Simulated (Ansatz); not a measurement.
# Ca (Fm-3m, 1 atom in the cell): converging a phonon calculation, part 2 of 3

How do the frequencies of Ca (Fm-3m, 1 atom in the cell) move with q mesh, k mesh and cutoff?

Ansatz 0.2.0; DFT PBEsol, scalar-relativistic, plane waves, PAW.

So far, highest frequency on the path or at a solved wavevector (cm⁻¹): step 3 (response at finite wavevector) 171; step 4 (q mesh 2×2×2) 171. The relaxed cell has a = 5.455 Å (conventional setting).

## (6) Another q mesh, k-mesh 18×18×18, q mesh 6×6×6

The q mesh is changed to 6×6×6, to see how far the force constants must reach; the k mesh is 18×18×18, against 16×16×16 in the base run, so that the q mesh divides it.

File input.yaml:

```yaml
crystal:
  lattice:
    - [0.0, 2.7273233847, 2.7273233847]
    - [2.7273233847, 0.0, 2.7273233847]
    - [2.7273233847, 2.7273233847, 0.0]
  atoms:
    - { symbol: Ca, position: [0.0, 0.0, 0.0] }
kpoints:
  mp_grid: { grid: [18, 18, 18] }
hamiltonian:
  xc: pbesol
scf:
  occupations: { method: methfessel_paxton, width: 0.15 }
output:
  eigenvalues: true
phonons:
  method: dfpt
  qmesh: [6, 6, 6]
  temperatures: { t_max: 1000, t_step: 50 }
  qpath:
    path:
      - [[0.0, 0.0, 0.0], [0.5, 0.0, 0.5], [0.625, 0.25, 0.625]]
      - [[0.375, 0.375, 0.75], [0.0, 0.0, 0.0], [0.5, 0.5, 0.5], [0.5, 0.25, 0.75], [0.5, 0.0, 0.5]]
    npoints: 10
```

Launch:

```sh
ansatz run input.yaml --threads 4 --pin off --max-ram 7168MiB --backend cpu --events-out ev --progress --plain --runs-dir out
```

Numbers of over 12 decimals in the logs are rounded to 6 here.

Log:

```text
[...]
Crystal: 1 atoms, lattice volume = 40.573 Å³
Basis set: ecut = 420 eV, 821 PW (Γ), exchange–correlation on 54×54×54 points (8 copies of the dense FFT grid, shifted against one another)
Bands: 9, of which v1, the nominal top of the filled ones, is band 5 counted from 1 (4 counted from 0)
Symmetry: 48 space group operations
k-points: 195 of 5832
[...]
ASR residual: 2.196e-6 → 0.000e0 eV/Å²; symmetrization residual: 1.184e-13 eV/Å²
  ASR residual per site (eV/Å²): 2.20e-6
  Γ frequencies (cm⁻¹): 0.00 0.00 0.00
--- Phonons (arbitrary-q DFPT): 16 irreducible q on the 6×6×6 mesh ---
[...]
q = [0.1667, 0.3333, -0.5000] (star 24, 3 solved perturbations on 3078 of 5832 k-point pairs; hermiticity 5.64e-7, symmetrization 7.00e-14): 94.54 127.46 146.62
[...]
interpolated dispersion: 62 rows × 3 modes
[...]
[key lines of the parts left out:]
SCF converged after 7 iterations
Free energy (F): -1793.732317 eV
Fermi energy:    5.146236 eV
```

The job ended after 7.9 min (4 threads of Arm Neoverse V2, shared host; peak memory 4.4 GiB).

Frequencies (cm⁻¹) solved at each irreducible wavevector; negative means imaginary. Frequencies by wavevector, by row:

```
q in reciprocal lattice units  star  mode 1  mode 2  mode 3
                        0 0 0     1       0       0       0
                   0 0 0.1667     8    35.7    35.7    83.9
                   0 0 0.3333     8    67.3    67.3   140.5
                     0 0 -0.5     4    78.7    78.7   157.9
              0 0.1667 0.1667     6    64.1    64.1    76.1
              0 0.1667 0.3333    24    81.7    89.2   131.2
                0 0.1667 -0.5    24    94.2   102.9   155.4
             0 0.1667 -0.3333    24    75.7   110.2   147.4
             0 0.1667 -0.1667    12    46.6    90.5     114
              0 0.3333 0.3333     6   113.4   113.4     144
                0 0.3333 -0.5    24   119.5   128.9   161.6
             0 0.3333 -0.3333    12   102.2   140.1   151.7
                  0 -0.5 -0.5     3   131.1   131.1   170.9
           0.1667 0.3333 -0.5    24    94.5   127.5   146.6
        0.1667 0.3333 -0.3333    24   102.5   138.3   154.1
          0.1667 -0.5 -0.3333    12   116.1   142.4   162.3
```

The mean frequency is 114.5 cm⁻¹, +0.1 cm⁻¹ against the base run, whose k mesh differs too.

## (7) Side by side

Times are for 4 threads of Arm Neoverse V2, shared host. The series side by side:

```
no.  q mesh    k-mesh  mean frequency (cm⁻¹)  zero-point energy per atom (meV)  lowest frequency on the path (cm⁻¹)     time  memory (GiB)
  1   2×2×2  16×16×16                  114.7                             21.33                                    0     17 s           1.1
  2   3×3×3  18×18×18                  114.6                             21.31                                    0     67 s           2.5
  3   6×6×6  18×18×18                  114.5                             21.29                                    0  7.9 min           4.4
```

The phonon density of states has structure finer than the step of the table below, so its rows give means over 10 cm⁻¹, whole bins alone (the curve runs from 1 to 171 cm⁻¹). Peaks (cm⁻¹: height): 2×2×2, 16×16×16 125.0: 0.0366, 155.0: 0.0684; 3×3×3, 18×18×18 109.0: 0.0353, 155.0: 0.0546; 6×6×6, 18×18×18 155.0: 0.0744.

The runs together. The phonon density of states by wavenumber; means over each step; values in 1/cm⁻¹/cell:

```
wavenumber (cm⁻¹)  2×2×2, 16×16×16  3×3×3, 18×18×18  6×6×6, 18×18×18
               10           1.6e-4           1.2e-4           3.6e-4
               20           7.7e-4           7.1e-4          0.00122
               30          0.00184          0.00170          0.00229
               40          0.00336          0.00319          0.00380
               50          0.00553          0.00539          0.00587
               60          0.00855          0.00867          0.00889
               70           0.0133           0.0144           0.0135
               80           0.0224           0.0238           0.0222
               90           0.0264           0.0271           0.0268
              100           0.0288           0.0308           0.0304
              110           0.0315           0.0336           0.0318
              120           0.0347           0.0284           0.0271
              130           0.0304           0.0290           0.0283
              140           0.0268           0.0266           0.0291
              150           0.0418           0.0327           0.0384
              160           0.0213           0.0282           0.0262
```

The runs together, line C_V. Table of C_V by temperature; values in J/mol-atom/K:

```
temperature (K)  2×2×2, 16×16×16  3×3×3, 18×18×18  6×6×6, 18×18×18
              0                0                0                0
             50             11.2             11.2             11.2
            100             19.8             19.8             19.8
            150             22.4             22.4             22.4
            200             23.5             23.5             23.5
            250             24.0             24.0             24.0
            300             24.3             24.3             24.3
            350             24.5             24.5             24.5
            400             24.6             24.6             24.6
            450             24.6             24.6             24.6
            500             24.7             24.7             24.7
            550             24.7             24.7             24.7
            600             24.8             24.8             24.8
            650             24.8             24.8             24.8
            700             24.8             24.8             24.8
            750             24.8             24.8             24.8
            800             24.8             24.8             24.8
            850             24.9             24.9             24.9
            900             24.9             24.9             24.9
            950             24.9             24.9             24.9
           1000             24.9             24.9             24.9
```

## (8) Another k mesh, k-mesh 6×6×6, q mesh 2×2×2

The k mesh is changed to 6×6×6 on a small fixed q mesh, to find the coarsest that serves.

Edit input.yaml of step 6 so:

```diff
@@ -8,3 +8,3 @@
 kpoints:
-  mp_grid: { grid: [18, 18, 18] }
+  mp_grid: { grid: [6, 6, 6] }
 hamiltonian:
@@ -17,3 +17,3 @@
   method: dfpt
-  qmesh: [6, 6, 6]
+  qmesh: [2, 2, 2]
   temperatures: { t_max: 1000, t_step: 50 }
```

Log:

```text
[...]
Crystal: 1 atoms, lattice volume = 40.573 Å³
Basis set: ecut = 420 eV, 821 PW (Γ), exchange–correlation on 54×54×54 points (8 copies of the dense FFT grid, shifted against one another)
Bands: 9, of which v1, the nominal top of the filled ones, is band 5 counted from 1 (4 counted from 0)
Symmetry: 48 space group operations
k-points: 16 of 216
[...]
SCF iter   1: F=—  HF=-1793.708423 eV  |F-HF|=—  |Δ(HF+E_count)|=         —  Δρ=2.24e-3  dr2=2.08e-3  ethr=1.77e-3  ⟨swp⟩=5.2  Hψ=1096  notcnv=0
[...]
SCF iter   6: F=-1793.707901 eV  HF=-1793.707901 eV  |F-HF|=2.05e-12  |Δ(HF+E_count)|=  9.50e-11  S|Δr|=    0.00e0  Δρ=1.18e-7  dr2=2.01e-12  ethr=1.00e-12  ⟨swp⟩=5.4  Hψ=620  notcnv=0
SCF 1 converged in 6 iterations: F = -1793.707901 eV  dr2 = 2.01e-12
[...]
SCF converged after 6 iterations
[...]
Free energy (F): -1793.707901 eV
[...]
Internal energy: -1793.702543 eV  (E = F + TS)
E sigma→0 (E₀):  -1793.706562 eV
Entropy (-TS):   -0.005358 eV (-5.358 meV/atom)
Fermi energy:    5.194548 eV
[...]
--- Band table (eV; the first three rows and the last of 16) ---
[...]
ASR residual: 6.697e-5 → 0.000e0 eV/Å²; symmetrization residual: 4.358e-13 eV/Å²
  ASR residual per site (eV/Å²): 6.70e-5
  Γ frequencies (cm⁻¹): 0.00 0.00 0.00
--- Phonons (arbitrary-q DFPT): 3 irreducible q on the 2×2×2 mesh ---
[...]
interpolated dispersion: 62 rows × 3 modes
[...]
```

Wall time 2 s (4 threads); peak memory 0.39 GiB.

The run finished; it serves as a test, and its numbers are not taken as the result.

## (9) Another k mesh, k-mesh 8×8×8, q mesh 2×2×2

The k mesh is changed to 8×8×8 on a small fixed q mesh, to find the coarsest that serves.

Edit input.yaml of step 8 so:

```diff
@@ -8,3 +8,3 @@
 kpoints:
-  mp_grid: { grid: [6, 6, 6] }
+  mp_grid: { grid: [8, 8, 8] }
 hamiltonian:
```

Log:

```text
[...]
Crystal: 1 atoms, lattice volume = 40.573 Å³
Basis set: ecut = 420 eV, 821 PW (Γ), exchange–correlation on 54×54×54 points (8 copies of the dense FFT grid, shifted against one another)
Bands: 9, of which v1, the nominal top of the filled ones, is band 5 counted from 1 (4 counted from 0)
Symmetry: 48 space group operations
k-points: 29 of 512
[...]
SCF iter   1: F=—  HF=-1793.733258 eV  |F-HF|=—  |Δ(HF+E_count)|=         —  Δρ=2.07e-3  dr2=1.47e-3  ethr=1.77e-3  ⟨swp⟩=5.3  Hψ=2020  notcnv=0
[...]
SCF iter   7: F=-1793.732731 eV  HF=-1793.732731 eV  |F-HF|=0.00e0  |Δ(HF+E_count)|=  1.68e-11  S|Δr|=    0.00e0  Δρ=3.39e-8  dr2=1.52e-13  ethr=1.00e-12  ⟨swp⟩=5.1  Hψ=918  notcnv=0
the search or the solves at the SCF's close seem to have found levels that the self-consistency loop had missed (the run counts 1). By its estimate they hold under 1e-12 electrons; where the run keeps them, the occupations were computed again with them
SCF 1 converged in 7 iterations: F = -1793.732731 eV  dr2 = 1.52e-13
[...]
WARN: eigensolver did not converge in 6 slots of this pass, the one above among them; of largest residual over every band (k=18): 1 band(s) unlocked (lowest unlocked band 8, counted from 0; max residual 5.49e-4 eV among the unlocked bands, 5.49e-4 eV over every band); of lowest unlocked band (k=14): band 8
[...]
SCF converged after 7 iterations
[...]
Free energy (F): -1793.732731 eV
[...]
Internal energy: -1793.729909 eV  (E = F + TS)
E sigma→0 (E₀):  -1793.732025 eV
Entropy (-TS):   -0.002822 eV (-2.822 meV/atom)
Fermi energy:    5.103896 eV
[...]
--- Band table (eV; the first three rows and the last of 29) ---
[...]
ASR residual: 2.805e-5 → 0.000e0 eV/Å²; symmetrization residual: 1.895e-13 eV/Å²
  ASR residual per site (eV/Å²): 2.81e-5
  Γ frequencies (cm⁻¹): 0.00 0.00 0.00
--- Phonons (arbitrary-q DFPT): 3 irreducible q on the 2×2×2 mesh ---
[...]
interpolated dispersion: 62 rows × 3 modes
[...]
```

Run time: 3.3 s. Hardware: 4 threads; peak memory 0.43 GiB.

The run finished; it serves as a test, and its numbers are not taken as the result.

## (10) Another k mesh, k-mesh 12×12×12, q mesh 2×2×2

The k mesh is changed to 12×12×12 on a small fixed q mesh, to find the coarsest that serves.

Edit input.yaml of step 9 so:

```diff
@@ -8,3 +8,3 @@
 kpoints:
-  mp_grid: { grid: [8, 8, 8] }
+  mp_grid: { grid: [12, 12, 12] }
 hamiltonian:
```

Log:

```text
[...]
Crystal: 1 atoms, lattice volume = 40.573 Å³
Basis set: ecut = 420 eV, 821 PW (Γ), exchange–correlation on 54×54×54 points (8 copies of the dense FFT grid, shifted against one another)
Bands: 9, of which v1, the nominal top of the filled ones, is band 5 counted from 1 (4 counted from 0)
Symmetry: 48 space group operations
k-points: 72 of 1728
[...]
E sigma→0 (E₀):  -1793.730103 eV
Entropy (-TS):   -0.003236 eV (-3.236 meV/atom)
Fermi energy:    5.146477 eV
[...]
--- Band table (eV; the first three rows and the last of 72) ---
[...]
ASR residual: 1.576e-4 → 0.000e0 eV/Å²; symmetrization residual: 1.611e-13 eV/Å²
  ASR residual per site (eV/Å²): 1.58e-4
  Γ frequencies (cm⁻¹): 0.00 0.00 0.00
--- Phonons (arbitrary-q DFPT): 3 irreducible q on the 2×2×2 mesh ---
[...]
interpolated dispersion: 62 rows × 3 modes
[...]
[key lines of the parts left out:]
SCF converged after 6 iterations
Free energy (F): -1793.730912 eV
```

Run time: 8.4 s. Hardware: 4 threads; peak memory 0.64 GiB; 31 s of CPU time.

## (11) Another k mesh, q mesh 2×2×2

The k mesh is changed to 16×16×16 on a small fixed q mesh, to find the coarsest that serves.

Edit input.yaml of step 10 so:

```diff
@@ -8,3 +8,3 @@
 kpoints:
-  mp_grid: { grid: [12, 12, 12] }
+  mp_grid: { grid: [16, 16, 16] }
 hamiltonian:
```

Log:

```text
[...]
Crystal: 1 atoms, lattice volume = 40.573 Å³
Basis set: ecut = 420 eV, 821 PW (Γ), exchange–correlation on 54×54×54 points (8 copies of the dense FFT grid, shifted against one another)
Bands: 9, of which v1, the nominal top of the filled ones, is band 5 counted from 1 (4 counted from 0)
Symmetry: 48 space group operations
k-points: 145 of 4096
[...]
E sigma→0 (E₀):  -1793.731610 eV
Entropy (-TS):   -0.002201 eV (-2.201 meV/atom)
Fermi energy:    5.151686 eV
[...]
--- Band table (eV; the first three rows and the last of 145) ---
[...]
ASR residual: 2.771e-5 → 0.000e0 eV/Å²; symmetrization residual: 9.505e-14 eV/Å²
  ASR residual per site (eV/Å²): 2.77e-5
  Γ frequencies (cm⁻¹): 0.00 0.00 0.00
--- Phonons (arbitrary-q DFPT): 3 irreducible q on the 2×2×2 mesh ---
[...]
interpolated dispersion: 62 rows × 3 modes
[...]
[key lines of the parts left out:]
SCF converged after 6 iterations
Free energy (F): -1793.732160 eV
```

Elapsed: 18 s, on 4 threads; peak memory 1.1 GiB.

Frequencies (cm⁻¹) solved at each irreducible wavevector; negative means imaginary. Frequencies by wavevector, by row:

```
q in reciprocal lattice units  star  mode 1  mode 2  mode 3
                        0 0 0     1       0       0       0
                     0 0 -0.5     4    78.6    78.6   157.6
                  0 -0.5 -0.5     3   131.1   131.1   170.8
```

## (12) Another k mesh, k-mesh 24×24×24, q mesh 2×2×2

The k mesh is changed to 24×24×24 on a small fixed q mesh, to find the coarsest that serves.

Edit input.yaml of step 11 so:

```diff
@@ -8,3 +8,3 @@
 kpoints:
-  mp_grid: { grid: [16, 16, 16] }
+  mp_grid: { grid: [24, 24, 24] }
 hamiltonian:
```

Log:

```text
[...]
Crystal: 1 atoms, lattice volume = 40.573 Å³
Basis set: ecut = 420 eV, 821 PW (Γ), exchange–correlation on 54×54×54 points (8 copies of the dense FFT grid, shifted against one another)
Bands: 9, of which v1, the nominal top of the filled ones, is band 5 counted from 1 (4 counted from 0)
Symmetry: 48 space group operations
k-points: 413 of 13824
[...]
E sigma→0 (E₀):  -1793.731892 eV
Entropy (-TS):   -0.001850 eV (-1.850 meV/atom)
Fermi energy:    5.147671 eV
[...]
--- Band table (eV; the first three rows and the last of 413) ---
[...]
ASR residual: 2.130e-6 → 0.000e0 eV/Å²; symmetrization residual: 1.942e-13 eV/Å²
  ASR residual per site (eV/Å²): 2.13e-6
  Γ frequencies (cm⁻¹): 0.00 0.00 0.00
--- Phonons (arbitrary-q DFPT): 3 irreducible q on the 2×2×2 mesh ---
[...]
interpolated dispersion: 62 rows × 3 modes
[...]
[key lines of the parts left out:]
SCF converged after 7 iterations
Free energy (F): -1793.732354 eV
```

Wall time 56 s (4 threads); peak memory 2.9 GiB.

Frequencies (cm⁻¹) solved at each irreducible wavevector; negative means imaginary. Frequencies by wavevector, by row:

```
q in reciprocal lattice units  star  mode 1  mode 2  mode 3
                        0 0 0     1       0       0       0
                     0 0 -0.5     4    78.6    78.6   158.2
                  0 -0.5 -0.5     3   131.1   131.1   170.9
```

Against step 4 (now k-mesh 24×24×24), the highest frequency on the path or at a solved wavevector stays at 171 cm⁻¹. The highest frequency on the path or at a solved wavevector moves by under 1 % between these two settings.

## (13) Comparing the runs

Times are for 4 threads of Arm Neoverse V2, shared host. The runs compared:

```
no.    k-mesh  lowest mode on the q mesh (acoustic modes at Γ apart) (cm⁻¹)  highest frequency on the path or at a solved wavevector (cm⁻¹)   time  memory (GiB)
  1  12×12×12                                                         78.55                                                           170.8  8.4 s          0.64
  2  16×16×16                                                         78.56                                                           170.8   18 s           1.1
  3  24×24×24                                                         78.63                                                           170.9   56 s           2.9
```

The runs together. The phonon density of states by wavenumber; read off at these points; values in 1/cm⁻¹/cell:

```
wavenumber (cm⁻¹)  12×12×12  16×16×16  24×24×24
              1.0         0         0         0
              5.0    3.0e-5    3.0e-5    3.0e-5
             11.0    1.5e-4    1.5e-4    1.5e-4
             15.0    4.1e-4    4.1e-4    4.1e-4
             19.0    6.6e-4    6.6e-4    6.6e-4
             23.0     0.001     0.001     0.001
             29.0    0.0017    0.0017    0.0017
             33.0   0.00219   0.00221    0.0022
             37.0    0.0028   0.00281    0.0028
             43.0   0.00388    0.0039   0.00388
             47.0   0.00477   0.00479   0.00477
             51.0   0.00573   0.00575   0.00574
             57.0   0.00743   0.00745   0.00743
             61.0   0.00884   0.00886   0.00884
             65.0    0.0105    0.0105    0.0105
             69.0    0.0125    0.0125    0.0125
             75.0    0.0166    0.0166    0.0165
             79.0    0.0228    0.0229    0.0227
             83.0    0.0247    0.0248    0.0248
             89.0    0.0260    0.0261    0.0261
             93.0    0.0270    0.0271    0.0271
             97.0    0.0279    0.0281    0.0280
            103.0    0.0294    0.0296    0.0295
            107.0    0.0303    0.0306    0.0305
            111.0    0.0315    0.0318    0.0318
            115.0    0.0327    0.0330    0.0329
            121.0    0.0347    0.0352    0.0351
            125.0    0.0362    0.0366    0.0365
            129.0    0.0297    0.0303    0.0301
            135.0    0.0271    0.0278    0.0276
            139.0    0.0268    0.0277    0.0274
            143.0    0.0254    0.0261    0.0260
            149.0    0.0300    0.0342    0.0327
            153.0    0.0509    0.0572    0.0548
            155.0    0.0608    0.0684    0.0675
            157.0    0.0572    0.0352    0.0447
            161.0    0.0116    0.0110    0.0112
            167.0   0.00531   0.00519   0.00533
            171.0    1.8e-4    2.0e-4    3.2e-4
```

The runs together, line C_V. Table of C_V by temperature; values in J/mol-atom/K:

```
temperature (K)  12×12×12  16×16×16 = 24×24×24
              0         0                    0
             50      11.1                 11.2
            100      19.8                 19.8
            150      22.4                 22.4
            200      23.5                 23.5
            250      24.0                 24.0
            300      24.3                 24.3
            350      24.4                 24.5
            400      24.6                 24.6
            450      24.6                 24.6
            500      24.7                 24.7
            550      24.7                 24.7
            600      24.8                 24.8
            650      24.8                 24.8
            700      24.8                 24.8
            750      24.8                 24.8
            800      24.8                 24.8
            850      24.9                 24.9
            900      24.9                 24.9
            950      24.9                 24.9
           1000      24.9                 24.9
```

[end of part 2 of 3]

[Logs are printed without paths, hosts, clocks, repeated set-up lines and the standing remarks that a program may print on its own settings, such as how far it seeks lower states.]

[Hosts, paths, dates, database ids (printed as entryN), source tags and the programs' standing remarks are cut or masked in the printed files.]
